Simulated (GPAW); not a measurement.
# Ballistic transport through naphthalene-1,5-dithiol between two Pt chains, cheap and dear, part 2 of 2

Aim: T(E), conductance and thermopower of naphthalene-1,5-dithiol between two Pt chains, and what cheaper settings cost in accuracy.

GPAW 26.7.0; GPAW LCAO, PAW setups; Landauer transmission from Green's functions with principal layers (ASE), zero bias.

So far, transmission at the Fermi level (one spin): step 2 (GPAW, dzp, PBE, GPAW) 0.344; step 3 (basis szp(dzp), PBE, GPAW) 0.203; step 4 (basis sz(dzp), PBE, GPAW) 0.167; step 5 (revPBE) 0.341.

**8. K-points along the lead 2**

The lead's own mesh along the current sets its density and potential; where the lead is aligned to the junction's end layer, a rigid shift drops out.

This step: GPAW LCAO, PAW setups; Landauer transmission from Green's functions with principal layers (ASE), zero bias (GPAW 26.7.0).

Contents of run.py:

```python
import json
import numpy as np
from ase import Atoms
from ase.transport.calculators import TransportCalculator
from gpaw import GPAW, FermiDirac
from gpaw.lcao.tools import get_lcao_hamiltonian
from scipy.linalg import eigh

# The junction with lead layers at both ends, along the third cell vector
device = Atoms(
    ['Pt', 'Pt', 'Pt', 'Pt', 'Pt', 'Pt', 'Pt', 'S', 'H', 'H', 'C', 'C', 'C', 'C', 'H', 'C', 'C', 'H', 'C', 'C', 'C', 'C', 'H', 'H', 'S', 'Pt', 'Pt', 'Pt', 'Pt', 'Pt', 'Pt', 'Pt'],
    positions=[
        [6.84748, 4.83491, 1.20000],
        [6.84748, 4.83491, 3.60000],
        [6.84748, 4.83491, 6.00000],
        [6.84748, 4.83491, 8.40000],
        [6.84748, 4.83491, 10.80000],
        [6.84748, 4.83491, 13.20000],
        [6.84748, 4.83491, 15.60000],
        [6.28816, 3.32112, 17.30825],
        [8.71376, 3.25002, 18.67503],
        [3.84605, 3.27358, 18.71778],
        [5.98345, 3.28655, 19.07947],
        [4.63750, 3.27571, 19.46423],
        [8.39717, 3.26851, 19.71587],
        [7.02204, 3.28032, 20.05501],
        [10.44494, 3.25020, 20.38569],
        [9.39960, 3.26455, 20.68345],
        [4.29534, 3.26455, 20.80734],
        [3.25000, 3.25019, 21.10510],
        [6.67290, 3.28032, 21.43578],
        [5.29776, 3.26850, 21.77493],
        [9.05743, 3.27570, 22.02656],
        [7.71149, 3.28654, 22.41132],
        [9.84889, 3.27356, 22.77301],
        [4.98118, 3.25000, 22.81576],
        [7.40678, 3.32112, 24.18254],
        [6.84748, 4.83491, 25.89079],
        [6.84748, 4.83491, 28.29079],
        [6.84748, 4.83491, 30.69079],
        [6.84748, 4.83491, 33.09079],
        [6.84748, 4.83491, 35.49079],
        [6.84748, 4.83491, 37.89079],
        [6.84748, 4.83491, 40.29079]],
    cell=[[13.69496, 0.0, 0.0], [0.0, 9.66981, 0.0], [0.0, 0.0, 41.49079]],
    pbc=True)

# One principal layer of the lead: the first 5 atoms of the device
lead = Atoms(
    ['Pt', 'Pt', 'Pt', 'Pt', 'Pt'],
    positions=[
        [6.84748, 4.83491, 1.20000],
        [6.84748, 4.83491, 3.60000],
        [6.84748, 4.83491, 6.00000],
        [6.84748, 4.83491, 8.40000],
        [6.84748, 4.83491, 10.80000]],
    cell=[[13.69496, 0.0, 0.0], [0.0, 9.66981, 0.0], [0.0, 0.0, 12.0]],
    pbc=True)

settings = dict(mode='lcao', basis='dzp', xc='PBE', h=0.2,
                occupations=FermiDirac(0.1), maxiter=250,
                mixer=dict(beta=0.1, nmaxold=8, weight=100.0),
                convergence=dict(density=0.0001))
energies = np.arange(-3, 3 + 1e-9, 0.075)
eta = 0.0001
n1, n2 = 1, 1
# k and -k transmit alike, so half of the mesh across the current serves
mesh = [(i, j) for i in range(n1) for j in range(n2) if (i, j) <= (-i % n1, -j % n2)]
weights = np.array([1 if (i, j) == (-i % n1, -j % n2) else 2 for i, j in mesh]) / (n1 * n2)

# [... helper functions left out ...]
fermi_lead = ground_state(lead, (1, 1, 2), 'lead.txt')
fermi_device = ground_state(device, (1, 1, 2), 'device.txt')
# [... loop over the mesh left out, but for ...]
        # Shift the lead onto the potential of the device's first layer
        shift = ((H[:, 0, 0] - H0[:, 0, 0]) / S0[0, 0]).real.mean()
# [...]
kT = 8.617333e-5 * 77
bias = [0.1, 0.2, 0.5, 1.0, 1.5, 2.0]
# [... integrals and printing left out ...]
```

Command:

```bash
OMP_NUM_THREADS=1 OPENBLAS_NUM_THREADS=1 python run.py
```

Elapsed: 5.8 min, on 1 thread of Arm Neoverse V1, shared host; peak memory 2.2 GiB.

The run finished with changed settings (lead_nz = 2); it serves as a test.

Side by side:

| quantity | this run | sound run | difference |
| --- | --- | --- | --- |
| conductance (G₀) | 0.35342 | 0.34483 | 0.00859 |
| thermopower (μV/K) | 10.702 | 10.370 | 0.332 |
| largest coupling past the next principal layer (eV) | 8.079e-6 | 8.089e-6 | -9.9e-9 |
| largest misfit of the first principal layer (eV) | 0.39838 | 0.20390 | 0.194 |
| shift that aligns the lead (eV) | 0.026946 | -0.0021781 | 0.0291 |
| transmission at the Fermi level (one spin) | 0.35319 | 0.34429 | 0.00889 |

The two runs differ clearly in the largest misfit of the first principal layer: 0.398 eV against 0.204 eV.

**9. A second varied run**

A last run, with other settings again.

Changes to run.py since step 8:

```diff
@@ -56,3 +56,3 @@
         [6.84748, 4.83491, 10.80000]],
-    cell=[[13.69496, 0.0, 0.0], [0.0, 9.66981, 0.0], [0.0, 0.0, 12.0]],
+    cell=[[13.69496, 0.0, 0.0], [0.0, 9.66981, 0.0], [0.0, 0.0, 10.8]],
     pbc=True)
@@ -60,3 +60,3 @@
 settings = dict(mode='lcao', basis='dzp', xc='PBE', h=0.2,
-                occupations=FermiDirac(0.1), maxiter=250,
+                occupations=FermiDirac(0.1), maxiter=100,
                 mixer=dict(beta=0.1, nmaxold=8, weight=100.0),
@@ -71,3 +71,3 @@
 # [... helper functions left out ...]
-fermi_lead = ground_state(lead, (1, 1, 2), 'lead.txt')
+fermi_lead = ground_state(lead, (1, 1, 10), 'lead.txt')
 fermi_device = ground_state(device, (1, 1, 2), 'device.txt')
```

The job ended after 6 min (1 thread; peak memory 2.2 GiB).

The run finished. A setting was moved off its sound value on purpose, so it serves as a test and not as the result.

The fault put into the input: a lead period that doesn't match its atoms (period = 10.8).

Side by side:

| quantity | this run | sound run | difference |
| --- | --- | --- | --- |
| conductance (G₀) | 0.0021666 | 0.34483 | -0.343 |
| thermopower (μV/K) | 98.207 | 10.370 | 87.8 |
| largest coupling past the next principal layer (eV) | 1.431e-5 | 8.089e-6 | 6.2e-6 |
| largest misfit of the first principal layer (eV) | 174.86 | 0.20390 | 175 |
| shift that aligns the lead (eV) | -0.075401 | -0.0021781 | -0.0732 |
| transmission at the Fermi level (one spin) | 0.0017587 | 0.34429 | -0.343 |

One result that differs is the largest misfit of the first principal layer, 175 eV against 0.204 eV.

**10. Outcome**

```
conductance                                        : 0.345 G₀
transmission at the Fermi level, mean of the spins : 0.344
thermopower                                        : 10.4 μV/K
```

In the dzp basis the junction conducts 0.345 G₀ at 77 K, with T = 0.344 a spin at the Fermi level; no smaller basis tried comes within 10 % of that conductance. At the Fermi level two eigenchannels carry the current (0.30 and 0.038). The positive thermopower says that the thermally weighted transmission is larger below the Fermi level, as for hole-like transport. Measured against the first run (dzp), the nearest curve is that of dzp-revPBE (r.m.s. 0.016) and the farthest that of sz (0.32). Over the compared runs wall time goes from 160 s (sz) to 359 s (dzp), on a shared host. The geometry was built from estimated bond lengths and not relaxed, so the numbers describe this model structure. The run had no spin polarisation, so a magnetic state, which chains and small molecules with open shells often have, wasn't tested. Spin-orbit coupling is left out, which matters for the heavy atoms here. Semilocal functionals put molecular levels too near the Fermi level, so such conductances usually come out too high, and chain electrodes have a sharper density of states than real ones. An evenly spaced straight chain is an idealisation: free chains tend to dimerise, zigzag or, where a band edge lies near the Fermi level, turn magnetic. The currents use the zero-bias T(E) throughout, which holds only while the bias is small against the distance to the nearest feature. The energy step is wider than the thermal energy, so the conductance and thermopower rest on interpolation of T(E).

[Logs are printed without paths, hosts, clocks, repeated set-up lines and the standing remarks that a program may print on its own settings, such as how far it seeks lower states.]

[Hosts, paths, dates, database ids (printed as entryN), source tags and the programs' standing remarks are cut or masked in the printed files.]
